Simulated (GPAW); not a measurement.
# Quasiparticle gap of Cs2AgSbBr6 (Fm-3m) in GPAW, part 2 of 2

Wanted: ground state, empty states, screening and self-energy for Cs2AgSbBr6 (Fm-3m).

GPAW 26.7.0; LDA and many-body steps on it, plane waves. Known limits of the many-body steps: not at the basis limit; d shell near the gap, gap tends to lie low; no spin-orbit coupling; coarse k mesh.

So far. Step 2 (Ground state): The gap is indirect, with the least direct gap 1.17 eV higher. Step 3 (Empty states on the mesh, 2×2×2 mesh, 1249 bands): On this mesh the gap is 0.753 eV.

### Step 4. Screening and self-energy, 2×2×2 mesh, 576 bands, screening to 78 eV

Now the one-shot GW correction: screening in the RPA, then the self-energy of the levels asked for.

This step: G0W0 on LDA, plane waves, PAW.

File run.py:

```python
import json
import numpy as np
from gpaw.mpi import world
from gpaw.response.g0w0 import G0W0

gw = G0W0('full.gpw',
    filename='gw',
    kpts=[0, 1, 2],
    bands=(44, 48),
    ecut=78,
    nbands=576,
    integrate_gamma='WS',
    ppa=True)
gw.calculate()
res = {mode: {k: v for k, v in r.items() if k != 'sigma_eskwn'}
       for mode, r in gw.all_results.items()}

if world.rank == 0:
    with open('result.json', 'w') as f:
        json.dump(res, f, default=lambda x: x.tolist())
```

Launch:

```console
$ mpirun -n 8 gpaw python run.py
```

Numbers of over 12 decimals in the logs are rounded to 6 here.

The log of the run:

```text
Using integrator: PointIntegrator
FrequencyGridDescriptor(from 0.000+0.000j to 0.000+27.211j eV, 2 points)
Nonperiodic BCs:  [False False False]
Using integrator: PointIntegrator
FrequencyGridDescriptor(from 0.000+0.000j to 0.000+27.211j eV, 2 points)
Nonperiodic BCs:  [False False False]
  ___  _ _ _
 |   || | | |
 | | || | | |
 |__ ||_____|
 |___|

BZ k-points: Symmetries present (total): 48

  [... matrices ...]
8 k-points: 2 x 2 x 2 Monkhorst-Pack grid + [1/4,1/4,1/4]
3 k-points in the irreducible part of the Brillouin zone
       k-points in crystal coordinates                weights
   0:     0.00000000    0.00000000    0.00000000          1/8
   1:     0.50000000    0.50000000    0.00000000          3/8
   2:     0.50000000    0.50000000    0.50000000          4/8

Distributing spins, k-points and bands (1 x 3 x 4) over 8 processes
Number of blocks: 1

Quasi particle states:
k-points (IBZ indices): [0, 1, 2]
Band range: (44, 48)
  [... matrices ...]
Computational parameters:
Plane wave cut-off: 78 eV
Number of bands: 576
Coulomb cutoff: None
Broadening: 0.1 eV

fxc modes: GW
Kernel: RPA
Using Godby-Needs plasmon-pole approximation:
  Fitting energy: i*E0, E0 = 1.000 Hartree
Summing all q:

Calculating screened Coulomb potential
No Coulomb truncation
FrequencyGridDescriptor(from 0.000+0.000j to 0.000+27.211j eV, 2 points)
Removing empty qpoint cache files...

Calculating chi0 body with:
    Ground state adapter containing:
    Number of spins: 1
    Number of kpoints: 8
    Number of irreducible kpoints: 3
    Number of completely occupied states: 46
    Number of partially occupied states: 46
    Occupied states memory: 44.921875 M / cpu

    Linear response parametrization:
    q_c: [0.0, 0.0, 0.0]
    Number of frequency points: 2
    Planewave cutoff: 78.0
    Number of bands: 576
    Number of planewaves: 561
    Broadening (eta): 1e-06
    comm.size: 8
    kncomm.size: 8
    blockcomm.size: 1

    Memory estimate of potentially large arrays:
        chi0_wGG: 9.604523 M / cpu
Integrating chi0 body.

Symmetries of q_c:
    Direct symmetries (Uq -> q): 48
    Indirect symmetries (TUq -> q): 0
In total 48 allowed symmetries.

  [... matrices ...]
3 groups of equivalent kpoints. 62.5% reduction.

Integral kind: response function
Integrating chi0 head and wings.

Symmetries of q_c:
    Direct symmetries (Uq -> q): 48
    Indirect symmetries (TUq -> q): 0
In total 48 allowed symmetries.

  [... matrices ...]
3 groups of equivalent kpoints. 62.5% reduction.

Integral kind: response function wings

Calculating chi0 body with:
    Ground state adapter containing:
    Number of spins: 1
    Number of kpoints: 8
    Number of irreducible kpoints: 3
    Number of completely occupied states: 46
    Number of partially occupied states: 46
    Occupied states memory: 44.921875 M / cpu

    Linear response parametrization:
[... the further q-points ...]

Results:
f:      Occupation numbers
eps:     KS-eigenvalues [eV]
vxc:     KS vxc [eV]
exx:     Exact exchange [eV]
sigma:   Self-energies [eV]
dsigma:  Self-energy derivatives
Z:       Renormalization factors
qp:      QP-energies [eV]

k-point 0 (0): (0.000, 0.000, 0.000)                GW
band       f     eps     vxc     exx   sigma  dsigma       Z      qp
                                                                   GW
  44   1.000   1.223 -22.394 -26.026   3.312  -0.303   0.767   0.978
  45   1.000   1.223 -22.394 -26.026   3.312  -0.303   0.767   0.978
  46   0.000   3.996 -13.791  -9.612  -3.150  -0.260   0.794   4.813
  47   0.000   3.996 -13.791  -9.612  -3.150  -0.260   0.794   4.813

k-point 1 (1): (0.500, 0.500, 0.000)                GW
band       f     eps     vxc     exx   sigma  dsigma       Z      qp
                                                                   GW
  44   1.000   1.217 -22.397 -26.043   3.323  -0.303   0.767   0.969
  45   1.000   2.152 -20.800 -22.980   2.143  -0.275   0.784   2.123
  46   0.000   4.431 -14.715 -10.410  -3.205  -0.289   0.776   5.284
  47   0.000   4.431 -14.715 -10.410  -3.205  -0.289   0.776   5.284

k-point 2 (2): (0.500, 0.500, 0.500)                GW
band       f     eps     vxc     exx   sigma  dsigma       Z      qp
                                                                   GW
  44   1.000   0.819 -18.233 -21.906   2.983  -0.317   0.759   0.295
  45   1.000   0.969 -16.378 -18.176   1.587  -0.278   0.782   0.804
  46   0.000   2.905 -13.887  -9.771  -3.075  -0.247   0.802   3.739
  47   0.000   5.272 -16.903 -12.596  -3.077  -0.417   0.706   6.140
```

Elapsed: 2.1 min, on 8 MPI ranks of AMD EPYC 9R45, shared host; peak memory 8.4 GiB; 16 min of CPU time.

This step gave:

| Item | Value |
| --- | --- |
| G0W0 gap on the points computed | 1.617 eV |
| least direct G0W0 gap on the computed points | 2.936 eV |
| Z at the valence top | 0.7842 |
| Z at the conduction bottom | 0.8020 |
| starting gap on the mesh | 0.7528 eV |
| k of the valence top | 0.5, 0.5, 0 |
| k of the conduction bottom | 0.5, 0.5, 0.5 |

The gap on the mesh goes from 0.75 eV to 1.62 eV, a correction of +0.86 eV.

Limits: finite bands, cutoff and mesh; d shell near the gap, gap tends to lie low; no spin-orbit coupling; coarse k mesh. v1 is the top filled band, c1 the lowest empty one. The levels before and after the correction (eV, zero at the valence-band top of each column):

|  | conduction bottom | valence top |
| --- | --- | --- |
| Kohn-Sham | 0.75 | 0.00 |
| G0W0 | 1.62 | 0.00 |

|  | level | energy (eV) |
| --- | --- | --- |
| Kohn-Sham | (0.5 0.5 0) v2 | -0.935 |
| Kohn-Sham | (0.5 0.5 0) v1 | 0.000 |
| Kohn-Sham | (0.5 0.5 0) c1-c2 | 2.279 |
| Kohn-Sham | (0.5 0.5 0.5) v2 | -1.333 |
| Kohn-Sham | (0.5 0.5 0.5) v1 | -1.183 |
| Kohn-Sham | (0.5 0.5 0.5) c1 | 0.753 |
| Kohn-Sham | (0.5 0.5 0.5) c2 | 3.120 |
| G0W0 | (0.5 0.5 0) v2 | -1.154 |
| G0W0 | (0.5 0.5 0) v1 | 0.000 |
| G0W0 | (0.5 0.5 0) c1-c2 | 3.162 |
| G0W0 | (0.5 0.5 0.5) v2 | -1.827 |
| G0W0 | (0.5 0.5 0.5) v1 | -1.319 |
| G0W0 | (0.5 0.5 0.5) c1 | 1.617 |
| G0W0 | (0.5 0.5 0.5) c2 | 4.017 |

### Step 5. Where the time went

Times are wall times on the hardware named with each run, good to a factor of about two.

| step | time | share | memory (GiB) |
| --- | --- | --- | --- |
| ground state | 30 s | 8 % | 2.4 |
| empty states on the mesh | 3.4 min | 57 % | 13 |
| screening and self-energy | 2.1 min | 35 % | 8.4 |

### Step 6. Summary of results

| Property | Result |
| --- | --- |
| LDA gap | 0.75 eV, indirect |
| G0W0 gap on the mesh | 1.62 eV |
| GW settings | 2×2×2 mesh, 576 bands, screening to 78 eV, Godby-Needs plasmon pole |
| known limits | not at the basis limit; d shell near the gap, gap tends to lie low; no spin-orbit coupling; coarse k mesh |

G0W0 moves the gap on the mesh from 0.75 eV to 1.62 eV (+0.86 eV), with Z of 0.78 and 0.80 at the edges. The dearest step here is «empty states on the mesh». Against experiment, by G0W0@LDA: the gap of 1.62 eV lies −0.56 eV from the measured 2.18 eV (indirect, 2020). The calculation has static nuclei and no excitons; a measured gap holds zero-point and thermal motion, which mostly lowers it. Bands and cutoff are finite, so the gap is not at the basis limit. The miss can reach some tenths of an eV and take either sign; the mesh is an error of its own. These stock PAW sets were not made for GW; the filled d or f shell of Br lies in the frozen core, which bears on start and correction. The 2×2×2 mesh is coarse for this cell, which bears on the long-range parts of exchange and screening. A d shell, filled or nearly so, lies near the gap. One-shot GW converges very slowly in bands there, not always from below, and on a semilocal start the gap tends to come out low; starts rich in exact exchange can overshoot instead. The many-body steps are scalar-relativistic: spin-orbit coupling is not in them.

[Paths, hosts, dates, memory and timing lines, banners, echoed tables and standing remarks are left out of the program output.]

[Logs are printed without paths, hosts, clocks, repeated set-up lines and the standing remarks that a program may print on its own settings, such as how far it seeks lower states.]

[Runs of the session that timed out or met a known fault of the program may be left out.]

[Hosts, paths, dates, database ids (printed as entryN), source tags and the programs' standing remarks are cut or masked in the printed files.]
